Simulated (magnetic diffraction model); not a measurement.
# Hf2TiFe3Si5Ir: what an assumed order does to the neutron pattern

Space group Immm (no. 71), a = 4.9760 Å, b = 7.5880 Å, c = 16.8220 Å.

| site | atom | x | y | z |
| --- | --- | --- | --- | --- |
| 4j | Ir | 0 | 1/2 | 0.8587 |
| 8l | Hf | 0 | 0.2382 | 0.5975 |
| 8k | Fe | 3/4 | 3/4 | 3/4 |
| 4g | Fe | 0 | 0.7543 | 0 |
| 4i | Ti | 1/2 | 1/2 | 0.7860 |
| 4f | Si | 0.7395 | 1/2 | 0 |
| 4e | Si | 0.2501 | 0 | 0 |
| 4j | Si | 1/2 | 0 | 0.7934 |
| 8l | Si | 1/2 | 0.6417 | 0.6387 |

The compound is invented for this exercise: a known structure type with other elements, its cell scaled to their sizes and not relaxed.

Only Fe is taken to order (form factors of Fe2+); orders and moment sizes are assumed, and not adapted to the symmetry. Radiation: neutrons of λ = 1.8 Å (absorption by Ir left out), 3° to 45°; isotropic B of 0.36 Å² (Ir), 0.53 Å² (Hf), 0.73 Å² (Fe), 0.71 Å² (Ti) and 0.62 Å² (Si). The intensities are simulated: I ∝ L Σ (|F_N|² + |F_M⊥|²) for unpolarised neutrons, with F_M = 2.695 fm/μB × Σ f(s) S exp(2πi Q·r) exp(−B s²) at Q = H ± k (one set where k and −k are equivalent), only the part normal to Q counting and L = 1/(sin²θ cos θ). For collinear order S is the moment m, which repeats by lattice and centring translations R with the sign exp(−2πi k·R). Form factors are spin-only for 3d ions and dipole or tabulated for f ions, scattering lengths are Sears's of 1992, and absorption is left out. A label names one of the reflections at its angle. The strongest nuclear line in the range is 100, and lines under 0.2 are left out.

Assume the order k = (0 0 0), collinear moments along [110], 2.23 μB on Fe; signs + at (3/4, 3/4, 3/4), + at (0, 0.7543, 0), + at (1/4, 1/4, 3/4), + at (3/4, 1/4, 3/4), + at (1/4, 3/4, 3/4), + at (0, 0.2457, 0).

Predict the pattern, nuclear and magnetic parts apart.

```tsv
2θ (°)	index	nuclear	magnetic
12.29	(0 0 2)	0.0	19.1
14.95	(0 1 1)	3.5	0.0
21.74	(1 0 1)	25.0	7.7
24.71	(0 0 4)	6.9	34.9
24.98	(1 1 0)	35.9	0.0
27.45	(0 2 0)	76.2	8.0
27.93	(1 1 2)	35.0	0.0
27.99	(1 0 3)	1.4	4.7
30.17	(0 2 2)	20.3	1.9
34.03	(0 1 5)	14.2	0.0
35.28	(1 2 1)	18.8	2.8
37.26	(0 2 4)	35.4	13.9
37.45	(0 0 6)	0.6	1.2
37.68	(1 0 5)	40.1	2.2
39.60	(1 2 3)	100.0	2.4
42.18	(0 3 1)	5.9	0.0
42.41	(2 0 0)	15.6	0.6
44.32	(2 0 2)	41.6	9.5
```

The strongest magnetic line in the range is (0 0 4) at 24.71° (34.9). On top of the Lorentz factor, which all lines share, magnetic lines fade with angle because f falls: for Fe2+ it is 0.90, 0.68, 0.45 and 0.15 at sin θ/λ = 0.1, 0.2, 0.3 and 0.5 Å⁻¹, while nuclear lengths stay constant. The net moment is 13.38 μB a primitive cell.

[Logs are printed without paths, hosts, clocks, repeated set-up lines and the standing remarks that a program may print on its own settings, such as how far it seeks lower states.]
